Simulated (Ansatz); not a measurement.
# PrPt3: which shell does photoemission see at 21.2 and 150 eV? (LDA)

The valence band of PrPt3 mixes several shells. Work out by hand which one leads the spectrum's area at each photon energy.

Filled states come from the projected DOS of Ansatz 0.2.0 (LDA+U, plane waves); cross sections σ and asymmetry parameters β are those of free atoms in a Dirac–Hartree–Slater calculation. A shell's area is states × σ × angular factor, which is 1 + β·P₂(cos θ) for linear light, with θ = 30° from the polarisation and P₂ = 0.625.

**At 21.2 eV** (states counted from 11.2 eV below the zero; other shells add 0.38 to the products' sum of 108):

```
shell  filled states a cell  cross section (Mb an electron)      β  angular factor  product  share by hand (%)  share in the simulated spectrum (%)
Pt 5d                 26.68                            3.62  -0.01            0.99     95.8                 88                                   88
Pr 5p                  0.00                               0   0.00            1.00        0                  0                                    0
Pr 5d                  2.67                            2.67   0.74            1.46     10.4                 10                                   10
Pr 4f                  2.19                           0.476   1.12            1.70     1.77                  2                                    2
```

**At 150 eV** (states counted from 19.3 eV below the zero; other shells add 0.035 to the products' sum of 3.2):

```
shell  filled states a cell  cross section (Mb an electron)      β  angular factor  product  share by hand (%)  share in the simulated spectrum (%)
Pt 5d                 26.80                           0.023   1.80            2.13     1.31                 41                                   41
Pr 5p                  5.71                          0.0307   0.20            1.13    0.198                  6                                    6
Pr 5d                  2.69                         0.00572  -0.60            0.62  0.00958                  0                                    0
Pr 4f                  2.19                           0.569   0.52            1.32     1.65                 51                                   51
```

Pt 5d leads at 21.2 eV and Pr 4f at 150 eV. Between the two energies σ of Pt 5d changes by a factor 0.0063 and that of Pr 4f by 1.2, so their ratio moves 188-fold in favour of the second. The simulated spectrum uses the same rule on the energy-resolved DOS, so the two share columns agree within a few points.

Only crystals where the two columns agree within 4 points and the lead is clear are worked in this form. Free-atom cross sections ignore the solid's final states, no escape depth or background enters, and the count of states a shell hangs on the projection.

[Logs are printed without paths, hosts, clocks, repeated set-up lines and the standing remarks that a program may print on its own settings, such as how far it seeks lower states.]
